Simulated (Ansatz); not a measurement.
# Grüneisen parameters and expansion of Al (Aluminum, Fm-3m)

Aim: how the vibrations of Aluminum shift with volume, and the expansion that follows.

What experiment has found for this phase:
- volume expansion coefficient 69 1e-6/K and heat capacity C_P per formula unit 24.2 J/mol/K near room temperature (given in “High-Throughput Prediction of Finite-Temperature Properties using the Quasi-Harmonic Approximation”, 2016, arXiv:1603.06924)

Method: DFT PBEsol, scalar-relativistic, plane waves, PAW, in Ansatz 0.2.0.

## 1. Starting point

The structure is cubic, space group Fm-3m (No. 225). Conventional cell: a = 4.050 Å, b = 4.050 Å, c = 4.050 Å, α = 90.00°, β = 90.00°, γ = 90.00°. Nearest to Al lie 12 Al at 2.86 Å.

## 2. A first coarse run

A cheap single point shows whether the cell is a metal or an insulator and how far it is from rest; that sets the k-mesh and the occupations of what follows.

The input, input.yaml:

```yaml
crystal:
  lattice:
    - [0.0, 2.024805, 2.024805]
    - [2.024805, 0.0, 2.024805]
    - [2.024805, 2.024805, 0.0]
  atoms:
    - { symbol: Al, position: [0.0, 0.0, 0.0] }
kpoints:
  mp_grid: { grid: [8, 8, 8] }
hamiltonian:
  xc: pbesol
scf:
  occupations: { method: gaussian, width: 0.1 }
output:
  forces: true
  stress: true
  eigenvalues: true
```

On the command line:

```bash
$ ansatz run input.yaml --threads 4 --pin off --max-ram 8192MiB --backend cpu --events-out ev --progress --plain --runs-dir out
```

Numbers of over 12 decimals in the logs are rounded to 6 here.

The program printed:

```text
Engine: ansatz 0.2.0, aarch64-unknown-linux-gnu
Pseudopotentials: kind: paw
Pseudopotential: Al, paw, valence charge 3, recommended cutoff 420 eV (normal), Al.paw.azcp
Functional definition: PBEsol
  exchange = pbesol_x
  correlation = pbesol_c
Crystal: 1 atoms, lattice volume = 16.603 Å³
Basis set: ecut = 420 eV, 331 PW (Γ), exchange–correlation on 40×40×40 points (8 copies of the dense FFT grid, shifted against one another)
Bands: 6, of which v1, the nominal top of the filled ones, is band 2 counted from 1 (1 counted from 0)
Symmetry: 48 space group operations
Space group: Fm-3m (ITA 225), of the structure as read, at distance tolerance 2.6e-5 Å
k-points: 29 of 512
Non-local potential: Al, projectors of the file, l = 0: 2, l = 1: 2, l = 2: 1
PAW form: soft (Blöchl's): semilocal exchange-correlation on the pseudo side does not see the compensation charge
PAW frozen core: Al, regenerated for the run's functional, and the local potential with it (the file was generated under x = pbe(κ = 0.804, μ = 0.219515), c = pbe(β = 0.066725))
PAW one-centre angular grid: Al, 110 points (default); XC on 64 Gauss nodes
Initial density: superposition of atomic densities (neutral atoms: chi_scale 0, normalization atom), corrected by the library's trained network
Initial wavefunctions: pseudopotential atomic-orbital guess
Functional: x = pbesol(κ = 0.804, μ = 0.123457), c = pbesol(β = 0.046)
SCF iter   1: F=—  HF=-524.540966 eV  |F-HF|=—  |Δ(HF+E_count)|=         —  Δρ=9.47e-4  dr2=1.14e-4  ethr=1.77e-3  ⟨swp⟩=4.7  Hψ=1502  notcnv=0
preconditioner: auto → none  [insulator: Δε(μ)=0.450 eV  Ē_g=13.141 eV  σ=0.100 eV  W_gap=0.86  n_scr=0 (ndim 8)  ℏωp=15.8 eV  f_vac=0.000  D(μ)=0.62/eV (n_scr^D=0)  ε∞_Penn≈2.4]
SCF iter   2: F=—  HF=-524.540974 eV  |F-HF|=—  |Δ(HF+E_count)|=   7.87e-6  Δρ=4.33e-4  dr2=2.13e-5  ethr=3.80e-6  ⟨swp⟩=1.5  Hψ=422  notcnv=0
SCF iter   3: F=—  HF=-524.540993 eV  |F-HF|=—  |Δ(HF+E_count)|=   1.86e-5  Δρ=2.57e-5  dr2=7.03e-8  ethr=7.10e-7  ⟨swp⟩=1.0  Hψ=160  notcnv=0
iter 4 did not close the SCF: its close was put off for the readings that it lacked (scf_convergence_deferred on its scf_iter line)
SCF iter   4: F=-524.540993 eV  HF=-524.540993 eV  |F-HF|=8.32e-11  |Δ(HF+E_count)|=   1.56e-8  Δρ=1.12e-6  dr2=1.54e-10  ethr=2.34e-9  ⟨swp⟩=1.3  Hψ=168  notcnv=0
iter 5 did not close the SCF: its close was put off for the readings that it lacked (scf_convergence_deferred on its scf_iter line)
SCF iter   5: F=-524.540993 eV  HF=-524.540993 eV  |F-HF|=3.41e-13  |Δ(HF+E_count)|=  6.07e-11  Δρ=6.99e-8  dr2=6.13e-13  ethr=5.13e-12  ⟨swp⟩=2.2  Hψ=204  notcnv=0
SCF iter   6: F=-524.540993 eV  HF=-524.540993 eV  |F-HF|=0.00e0  |Δ(HF+E_count)|=  4.55e-13  Δρ=3.06e-8  dr2=1.71e-13  ethr=1.00e-12  ⟨swp⟩=2.1  Hψ=608  notcnv=0
SCF 1 converged in 6 iterations: F = -524.540993 eV  dr2 = 1.71e-13
  greatest PAW one-centre occupation: 0.448 electrons in one spin orbital (limit 2), on the Al atom at site 0 (counted from 0), in its partial waves of l = 0
SCF converged after 6 iterations
Free energy (F): -524.540993 eV
Harris-Foulkes:  -524.540993 eV  (|F-HF|=0.00e0)
Internal energy: -524.537865 eV  (E = F + TS)
E sigma→0 (E₀):  -524.539429 eV
Entropy (-TS):   -0.003128 eV (-3.128 meV/atom)
Fermi energy:    7.877429 eV
--- Per-component energies (eV) ---
  E_band       = 10.264627
  E_kinetic    = 22.752203
  E_local      = 9.654611  (includes V_loc(G=0)·N_el)
  E_nonlocal   = 10.340967
  E_hartree    = 0.106846
  E_xc         = -39.352526
  E_vxc        = -29.095000  (∫ρ·V_xc dr)
  E_paw        = -454.696049  (= ΣΔE_a)
  E_vpaw       = -3.601842  (= ΣTr[D̂ρ^β])
  E_aug_tail   = -0.000003  (compensation charges beyond the density's cutoff)
  E_ewald      = -73.363052
  E_core_change = 0.019139  (= ΣΔE_core)
  E_smearing   = -0.003128  (= −TS)
  E_closure    = 0.000000  (closes the sum)
  Σ components = -524.540993   (vs F -524.540993, Δ=0.00e0)
--- Forces (eV/Å), atoms counted from 1 ---
  atom   1  Al     0.00000000     0.00000000    -0.00000000
  max |Σ_I F_I| component: 8.22e-33 eV/Å
--- Stress (GPa, compression-positive) ---
       -1.926065      -0.000000      -0.000000
       -0.000000      -1.926065       0.000000
        0.000000      -0.000000      -1.926065
  P = ⅓ Tr σ = -1.9261 GPa (-19.261 kbar)
--- Band table (eV; the first three rows and the last of 29) ---
  k-point 0: bands = ["-3.2580", "20.3021", "20.3021", "20.3021", "21.8156", "21.8156"]
  k-point 1: bands = ["-2.8358", "16.0738", "19.3850", "19.3850", "22.4472", "23.3145"]
  k-point 2: bands = ["-1.5769", "11.2368", "18.6328", "18.6328", "22.0931", "22.4215"]
  k-point 28: bands = ["6.9877", "6.9877", "7.9847", "8.8918", "23.5034", "23.5034"]
```

The job ended after 0.18 s (4 threads of Arm Neoverse V2, shared host; peak memory 0.23 GiB; 0.36 s of CPU time).

The column dr2 measures how far the density is from self-consistency, as an energy; F and HF (Harris–Foulkes) agree once it is small.

This step gave:

```yaml
pressure: -1.926 GPa
volume_per_atom: 16.60 Å³
gap_on_the_k_mesh: 0 eV
```

The start is under -1.9 GPa at this level and looks like a metal on this mesh.

## 3. Finding the static equilibrium

The vibrations must be taken about the equilibrium of this functional, not about the starting cell, so the structure is relaxed.

input.yaml, the sections that differ from step 2:

```yaml
kpoints:
  mp_grid: { grid: [18, 18, 18] }
relax:
  adjacent_minimum: "off"
  f_tol: 0.005
  max_steps: 80
  cell: { stress_tol: 0.05 }
# crystal, hamiltonian, scf, output: as in step 2
```

The program printed:

```text
[...]
Crystal: 1 atoms, lattice volume = 16.603 Å³
Basis set: ecut = 420 eV, 331 PW (Γ), exchange–correlation on 40×40×40 points (8 copies of the dense FFT grid, shifted against one another)
Bands: 6, of which v1, the nominal top of the filled ones, is band 2 counted from 1 (1 counted from 0)
Symmetry: 48 space group operations
[...]
k-points: 195 of 5832
[...]
SCF iter   1: F=—  HF=-524.544156 eV  |F-HF|=—  |Δ(HF+E_count)|=         —  Δρ=6.48e-4  dr2=2.64e-5  ethr=1.77e-3  ⟨swp⟩=4.7  Hψ=10047  notcnv=0
[...]
SCF iter   6: F=-524.544188 eV  HF=-524.544188 eV  |F-HF|=1.02e-12  |Δ(HF+E_count)|=  1.11e-11  Δρ=1.44e-7  dr2=3.64e-12  ethr=1.00e-12  ⟨swp⟩=2.1  Hψ=4102  notcnv=0
SCF 1 converged in 6 iterations: F = -524.544188 eV  dr2 = 3.64e-12
[...]
relax step   1: F+E_penalty+E_count = -524.54418785 eV  Δ(F+E_penalty+E_count) = +0.000e0 eV  max|allowed force component| = 0.000e0 eV/Å  Δτ_max = 0.0000 Å  P = -1.956 GPa  Ω = 16.603 Å³  (6 SCF iters, dr2 threshold 1.00e-7 eV, accepted)
Crystal: 1 atoms, lattice volume = 16.126 Å³
[...]
iter 1 solved again at ethr=3.12e-6 eV; its pass at ethr=3.10e-3 eV (dr2=9.36e-5 eV) is discarded
[...]
SCF iter   3: F=-524.546928 eV  HF=-524.546928 eV  |F-HF|=1.77e-9  |Δ(HF+E_count)|=   1.49e-5  Δρ=5.31e-6  dr2=2.82e-9  ethr=3.33e-9  ⟨swp⟩=3.9  Hψ=6163  notcnv=0
SCF 2 converged in 3 iterations: F = -524.546928 eV  dr2 = 2.82e-9
relax step   2: F+E_penalty+E_count = -524.54692766 eV  Δ(F+E_penalty+E_count) = -2.740e-3 eV  max|allowed force component| = 0.000e0 eV/Å  Δτ_max = 0.0000 Å  P = +0.300 GPa  Ω = 16.126 Å³  energy of the carried Pulay correction = +1.910e-4 eV  (3 SCF iters, dr2 threshold 1.00e-7 eV, accepted)
Crystal: 1 atoms, lattice volume = 16.188 Å³
[...]
SCF iter   3: F=-524.546958 eV  HF=-524.546958 eV  |F-HF|=3.17e-11  |Δ(HF+E_count)|=   5.37e-7  Δρ=6.64e-7  dr2=3.56e-11  ethr=3.33e-9  ⟨swp⟩=2.2  Hψ=3373  notcnv=0
SCF 3 converged in 3 iterations: F = -524.546958 eV  dr2 = 3.56e-11
relax step   3: F+E_penalty+E_count = -524.54695782 eV  Δ(F+E_penalty+E_count) = -3.016e-5 eV  max|allowed force component| = 0.000e0 eV/Å  Δτ_max = 0.0000 Å  P = -0.012 GPa  Ω = 16.188 Å³  energy of the carried Pulay correction = +1.659e-4 eV  (3 SCF iters, dr2 threshold 1.00e-7 eV, accepted)
[...]
SCF iter   3: F=-524.546810 eV  HF=-524.546810 eV  |F-HF|=2.27e-12  |Δ(HF+E_count)|=   3.75e-9  Δρ=2.51e-7  dr2=7.06e-12  ethr=1.00e-12  ⟨swp⟩=3.5  Hψ=4647  notcnv=0
SCF 4 converged in 3 iterations: F = -524.546810 eV  dr2 = 7.06e-12
relax step   4: F+E_penalty+E_count = -524.54681039 eV  Δ(F+E_penalty+E_count) = +1.474e-4 eV  max|allowed force component| = 0.000e0 eV/Å  Δτ_max = 0.0000 Å  P = -0.029 GPa  Ω = 16.188 Å³  stress off target by 2.86e-2 GPa  SCF on the basis re-selected at this cell (its energy is not comparable with the rows above)  (3 SCF iters)
basis re-selected at this cell: Δ(F+E_penalty+E_count) = +1.474e-4 eV, ΔP = -0.016 GPa vs the last step (what re-selecting the basis moved, of the pressure what is left beyond the Pulay correction that the steps carried, after the strain that the cell walked since its last selection, with what the two solves' SCF thresholds leave and, on support functions, any second-order correction that the steps lacked; it is no measure of the basis error at this ecutwfc). This SCF's stress stands 2.86e-2 GPa from its target on what of the cell is left free (relax.cell.stress_tol is 5.00e-2 GPa) and its largest allowed force component is 0.00e0 eV/Å (relax.f_tol is 5.00e-3 eV/Å): [rest of the remark cut]
SCF converged after 3 iterations
Free energy (F): -524.546810 eV
[...]
Internal energy: -524.543824 eV  (E = F + TS)
E sigma→0 (E₀):  -524.545317 eV
Entropy (-TS):   -0.002986 eV (-2.986 meV/atom)
Fermi energy:    8.073910 eV
[...]
--- Stress (GPa, compression-positive) ---
       -0.028589       0.000000       0.000000
        0.000000      -0.028589       0.000000
        0.000000       0.000000      -0.028589
  P = ⅓ Tr σ = -0.0286 GPa (-0.286 kbar)
--- Band table (eV; the first three rows and the last of 195) ---
[...]
--- Relaxed structure (3 steps of the walk, 3 accepted, 1 SCFs on fresh bases) ---
  F+E_penalty+E_count = -524.54681039 eV   max|allowed force component| = 0.000e0 eV/Å   (the final SCF, on the basis selected at the relaxed cell)
  cell:  # Å, volume = 16.1878 Å³
    - [0, 2.007794, 2.007794]
    - [2.007794, 0, 2.007794]
    - [2.007794, 2.007794, 0]
  atoms:
    - { symbol: Al, position: [0.0, 0.0, 0.0] }
```

Wall time 1.4 s (4 threads); peak memory 0.29 GiB; 4.6 s of CPU time.

Relaxation path:

| step | energy less that of the first step (eV) | largest force component (eV/Å) | pressure (GPa) | volume (Å³) |
| --- | --- | --- | --- | --- |
| 1 | 0.0000 | 0.0000 | -1.96 | 16.60 |
| 2 | -0.0027 | 0.0000 | 0.30 | 16.13 |
| 3 | -0.0028 | 0.0000 | -0.01 | 16.19 |
| 4* | -0.0026 | 0.0000 | -0.03 | 16.19 |

Relaxation steps marked * repeat the geometry before them on a plane-wave basis chosen anew for their cell, so energy and pressure can jump there.

| conventional cell, symmetrised | before | after | change |
| --- | --- | --- | --- |
| a (Å) | 4.050 | 4.016 | -0.8 % |
| b (Å) | 4.050 | 4.016 | -0.8 % |
| c (Å) | 4.050 | 4.016 | -0.8 % |
| volume (Å³/atom) | 16.60 | 16.19 | -2.5 % |

The relaxed structure:

```xyz
1
Lattice="0.0000 2.0078 2.0078 2.0078 0.0000 2.0078 2.0078 2.0078 0.0000" Properties=species:S:1:pos:R:3 pbc="T T T"
Al    0.0000    0.0000    0.0000
```

Numbers from this step:

```yaml
pressure: -0.02859 GPa
volume_per_atom: 16.19 Å³
```

The relaxation ends with a pressure of -0.03 GPa.

## 4. Relaxing to small residual forces and stress

The thresholds are tightened for a last relaxation ahead of the phonons, and where mesh or smearing change with them the cell follows.

The input, input.yaml:

```yaml
crystal:
  lattice:
    - [0.0, 2.0077938131, 2.0077938131]
    - [2.0077938131, 0.0, 2.0077938131]
    - [2.0077938131, 2.0077938131, 0.0]
  atoms:
    - { symbol: Al, position: [0.0, 0.0, 0.0] }
kpoints:
  mp_grid: { grid: [20, 20, 20] }
hamiltonian:
  xc: pbesol
scf:
  occupations: { method: methfessel_paxton, width: 0.2 }
output:
  forces: true
  stress: true
  eigenvalues: true
relax:
  adjacent_minimum: "off"
  f_tol: 0.001
  max_steps: 60
  cell: { stress_tol: 0.01 }
```

The program printed:

```text
[...]
Crystal: 1 atoms, lattice volume = 16.188 Å³
Basis set: ecut = 420 eV, 331 PW (Γ), exchange–correlation on 40×40×40 points (8 copies of the dense FFT grid, shifted against one another)
Bands: 6, of which v1, the nominal top of the filled ones, is band 2 counted from 1 (1 counted from 0)
Symmetry: 48 space group operations
[...]
k-points: 256 of 8000
[...]
0.000000       0.007680       0.000000
        0.000000       0.000000       0.007680
  P = ⅓ Tr σ = 0.0077 GPa (0.077 kbar)
--- Band table (eV; the first three rows and the last of 256) ---
[...]
--- Relaxed structure (2 steps of the walk, 2 accepted, 1 SCFs on fresh bases) ---
[...]
cell:  # Å, volume = 16.1662 Å³
    - [0, 2.006900, 2.006900]
    - [2.006900, 0, 2.006900]
    - [2.006900, 2.006900, 0]
  atoms:
    - { symbol: Al, position: [0.0, 0.0, 0.0] }
[key lines of the parts left out:]
SCF converged after 4 iterations
Free energy (F): -524.547776 eV
Fermi energy:    8.144352 eV
```

Wall time 1.3 s (4 threads); peak memory 0.3 GiB; 4.3 s of CPU time.

Little changed from the start: no atom moved by 0.005 Å and no cell edge by 0.1 %.

This step gave:

| Property | Result |
| --- | --- |
| pressure | 0.007680 GPa |
| volume per atom | 16.17 Å³ |

The residual pressure is 0.0077 GPa, small enough for phonons.

[end of part 1 of 3]

[Logs are printed without paths, hosts, clocks, repeated set-up lines and the standing remarks that a program may print on its own settings, such as how far it seeks lower states.]

[Hosts, paths, dates, database ids (printed as entryN), source tags and the programs' standing remarks are cut or masked in the printed files.]

[A step with changed settings may run another functional than the one named; its input shows which.]

[Of the runs on displaced cells, only some may be shown.]
